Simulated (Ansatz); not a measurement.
# TcCl2 (1T sheet): how robust is the cRPA U?, part 2 of 2

Aim: hold the target of a cRPA run on TcCl2 (1T sheet) and move one thing at a time.

Ansatz 0.2.0; constrained RPA on PBEsol, plane waves, PAW.

So far. Step 4 (Changed: 3×3×1 mesh): On the Tc t2g shell, screening brings the on-site interaction from 12.4 eV down to U = 3.74 eV. Step 5 (Changed: smooth pair densities): On the Tc t2g shell, screening brings the on-site interaction from 12.2 eV down to U = 3.32 eV.

## 6. Changed: accuracy low

Input file input.yaml:

```yaml
crystal:
  lattice:
    - [0.0, 2.28695638, 2.28695638]
    - [2.28695638, -2.28695638, 0.0]
    - [17.38503569, 17.38503569, -17.38503569]
  atoms:
    - { symbol: Tc, position: [0.0, 0.0, 0.3180797022] }
    - { symbol: Cl, position: [0.3333333333, 0.6666666667, 0.3689286205] }
    - { symbol: Cl, position: [0.6666666667, 0.3333333333, 0.2672307839] }
  periodic: [true, true, false]
kpoints:
  mp_grid: { grid: [9, 9, 1] }
hamiltonian:
  xc: pbesol
scf:
  occupations: { method: gaussian, width: 0.08 }
  n_extra_bands: 19
  max_iter: 150
  lower_state_search: "off"
output:
  crpa:
    kmesh: [6, 6, 1]
    target_bands: [v3, v1]
    projections: [{ species: Tc, l: d, shell: 4, orbitals: [dxz, dyz, dxy] }]
    accuracy: low
```

On the command line:

```bash
ansatz run input.yaml --threads 8 --pin off --max-ram 14745MiB --backend cpu --events-out ev --progress --plain --runs-dir out
```

Numbers of over 12 decimals in the logs are rounded to 6 here.

What it wrote:

```text
[...]
Crystal: 3 atoms, lattice volume = 272.780 Å³
Basis set: ecut = 500 eV, 6859 PW (Γ)
Bands: 34, of which v1, the nominal top of the filled ones, is band 15 counted from 1 (14 counted from 0)
Symmetry: 12 space group operations
[...]
k-points: 12 of 81
[...]
the weakly bound empty levels are not read free of the cell's end (no_gap_told)
[...]
χ-basis size per q: N_G = 939..1011
[...]
Site 0, 4D, 3 of 5 d orbitals (Wannier functions 1, 2, 3; wannier90's mr 2, 3, 5):
      screened: U = 3.2979 eV, U' = 2.6394 eV, J = 0.3048 eV
      screened, to within: U = 1.2e-1 eV, U' = 1.2e-1 eV, J = 1.1e-2 eV
      bare: V = 12.1891 eV, V' = 11.2365 eV, J = 0.4494 eV
[...]
[key lines of the parts left out:]
SCF converged after 9 iterations
Free energy (F): -7459.939084 eV
Fermi energy:    -3.769893 eV
```

Wall time 31 s (8 threads of Arm Neoverse V2, shared host); peak memory 2.6 GiB; 3.7 min of CPU time.

Numbers from this step:

```yaml
u: 3.298 eV
u_prime_inter_orbital: 2.639 eV
j: 0.3048 eV
bare_v: 12.19 eV
bare_j: 0.4494 eV
stated_bound_on_u: 0.1100 eV
u_over_bare_v: 0.2706
electrons_in_the_window: 5.000
head_of_the_constrained_inverse_dielectric_matrix: 0.6043
least_eigenvalue_of_the_projection_s_overlap: 0.7302
target_functions: 3
bands_in_the_sums: 30
width_of_the_target_bands: 3.369 eV
weight_of_the_projected_orbitals_in_the_window: 0.8594
```

On the Tc t2g shell, screening brings the on-site interaction from 12.2 eV down to U = 3.30 eV.

## 7. Changed: a wide Fermi-Dirac smearing

Edit input.yaml of step 6 so:

```diff
@@ -15,3 +15,3 @@
 scf:
-  occupations: { method: gaussian, width: 0.08 }
+  occupations: { method: fermi_dirac, width: 0.5 }
   n_extra_bands: 19
@@ -24,2 +24 @@
     projections: [{ species: Tc, l: d, shell: 4, orbitals: [dxz, dyz, dxy] }]
-    accuracy: low
```

What it wrote:

```text
scf.n_extra_bands = 19 over 15 filled bands (N_el = 29.0): the run solves 34 bands
Engine: ansatz 0.2.0, aarch64-unknown-linux-gnu
Pseudopotentials: kind: paw
Pseudopotential: Tc, paw, valence charge 15, recommended cutoff 500 eV (normal), Tc.paw.azcp
Pseudopotential: Cl, paw, valence charge 7, recommended cutoff 420 eV (normal), Cl.paw.azcp
Functional definition: PBEsol
  exchange = pbesol_x
  correlation = pbesol_c
Crystal: 3 atoms, lattice volume = 272.780 Å³
Basis set: ecut = 500 eV, 6859 PW (Γ)
[...]
Error: refused after 9 iterations: slab_electrons_in_vacuum = 3.64e-6 (threshold 1.00e-6); electrons that its smearing lays highest leave the slab for the vacuum on both its sides, from a quarter of the vector that does not repeat out to the cut: the least energy of a wave there at their k-point stands 0.9 eV under their level, and 3.64e-6 e/Å² of theirs stand a quarter out or further, so that the energy and levels can hang on that vector's length. Under a cutoff below the recommended one the basis itself can leave a density there or draw electrons out: first raise basis.ecutwfc. Narrow scf.occupations.width, or fill by another scf.occupations.method. [rest of the remark cut]
```

Elapsed: 2.4 s, on 8 threads; peak memory 0.81 GiB.

Residual by cycle:

cycle, log10 residual and a bar from the least value:
```
        1        0.6 ##############################
        2       -0.3 ###########################
        3       -0.9 #########################
        4       -1.9 ######################
        5       -3.4 #################
        6       -4.9 #############
        7       -6.3 ########
        8       -6.7 #######
        9       -8.9
```

The run ended with an error.

After 9 cycles the residual stands at 1.4e-9.

The program's message: “Error: refused after 9 iterations: slab_electrons_in_vacuum = 3.64e-6 (threshold 1.00e-6); electrons that its smearing lays highest leave the slab for the vacuum on both its sides, from a quarter of t …”

The fault put into this input: a wide Fermi-Dirac smearing.

## 8. Changed: potentials

Edit input.yaml of step 7 so:

```diff
@@ -14,4 +14,5 @@
   xc: pbesol
+  pseudopotentials: { kind: paw, source: ansatz }
 scf:
-  occupations: { method: fermi_dirac, width: 0.5 }
+  occupations: { method: gaussian, width: 0.08 }
   n_extra_bands: 19
```

What it wrote:

```text
[...]
Crystal: 3 atoms, lattice volume = 272.780 Å³
Basis set: ecut = 660 eV, 10531 PW (Γ)
Bands: 34, of which v1, the nominal top of the filled ones, is band 15 counted from 1 (14 counted from 0)
Symmetry: 12 space group operations
[...]
k-points: 12 of 81
[...]
the weakly bound empty levels are not read free of the cell's end (no_gap_told)
[...]
χ-basis size per q: N_G = 939..1011
[...]
Site 0, 4D, 3 of 5 d orbitals (Wannier functions 1, 2, 3; wannier90's mr 2, 3, 5):
      screened: U = 3.3188 eV, U' = 2.6526 eV, J = 0.3082 eV
      screened, to within: U = 7.7e-3 eV, U' = 7.7e-3 eV, J = 6.1e-4 eV
      bare: V = 12.1907 eV, V' = 11.2380 eV, J = 0.4495 eV
[...]
[key lines of the parts left out:]
SCF converged after 8 iterations
Free energy (F): -7459.653360 eV
Fermi energy:    -3.770102 eV
```

Wall time 93 s (8 threads); peak memory 3.7 GiB; 12 min of CPU time.

This step gave:

| Quantity | Value |
| --- | --- |
| U | 3.319 eV |
| U prime (inter-orbital) | 2.653 eV |
| J | 0.3082 eV |
| bare V | 12.19 eV |
| bare J | 0.4495 eV |
| stated bound on U | 0.007696 eV |
| U over bare V | 0.2722 |
| electrons in the window | 5.000 |
| head of the constrained inverse dielectric matrix | 0.6048 |
| least eigenvalue of the projection's overlap | 0.7298 |
| target functions | 3 |
| bands in the sums | 30 |
| width of the target bands | 3.369 eV |
| weight of the projected orbitals in the window | 0.8591 |

On the Tc t2g shell, screening brings the on-site interaction from 12.2 eV down to U = 3.32 eV.

## 9. Side by side

Times are wall times on 8 threads of Arm Neoverse V2, shared host, good to a factor of about two.

```csv
run,bare V (eV),U (eV),J (eV),bound on U (eV),width (eV),time
target window,12.19,3.317,0.308,0.0105,3.37,54 s
9×9×1 mesh,12.14,3.276,0.307,0.0102,3.37,2.5 min
3×3×1 mesh,12.43,3.736,0.312,0.0110,3.37,16 s
smooth pair densities,12.19,3.323,0.311,0.0091,3.37,46 s
accuracy low,12.19,3.298,0.305,0.1100,3.37,31 s
potentials,12.19,3.319,0.308,0.0077,3.37,93 s
```

## 10. Outcome

| Quantity | Value |
| --- | --- |
| target window | U 3.32 eV, J 0.31 eV |
| 9×9×1 mesh | U 3.28 eV, J 0.31 eV |
| 3×3×1 mesh | U 3.74 eV, J 0.31 eV |
| smooth pair densities | U 3.32 eV, J 0.31 eV |
| accuracy low | U 3.30 eV, J 0.30 eV |
| potentials | U 3.32 eV, J 0.31 eV |

9×9×1 mesh moves U by −0.04 eV at 2.7 times the time. 3×3×1 mesh moves U by +0.42 eV at 0.30 times the time. Smooth pair densities moves U by +0.01 eV (within the solver's bounds, for the mean over orbitals). Accuracy low moves U by −0.02 eV (within the solver's bounds, for the mean over orbitals). Potentials moves U by +0.001 eV (within the solver's bounds, for the mean over orbitals). The printed bound covers the solver alone, not the mesh. The parent state is non-magnetic and the interaction static (zero frequency); U depends on the window and the orbitals, so it belongs to this model alone.

[Paths, hosts, dates, memory and timing lines, banners, echoed tables and standing remarks are left out of the program output.]

[Logs are printed without paths, hosts, clocks, repeated set-up lines and the standing remarks that a program may print on its own settings, such as how far it seeks lower states.]

[Runs of the session that timed out or met a known fault of the program may be left out.]

[Hosts, paths, dates, database ids (printed as entryN), source tags and the programs' standing remarks are cut or masked in the printed files.]
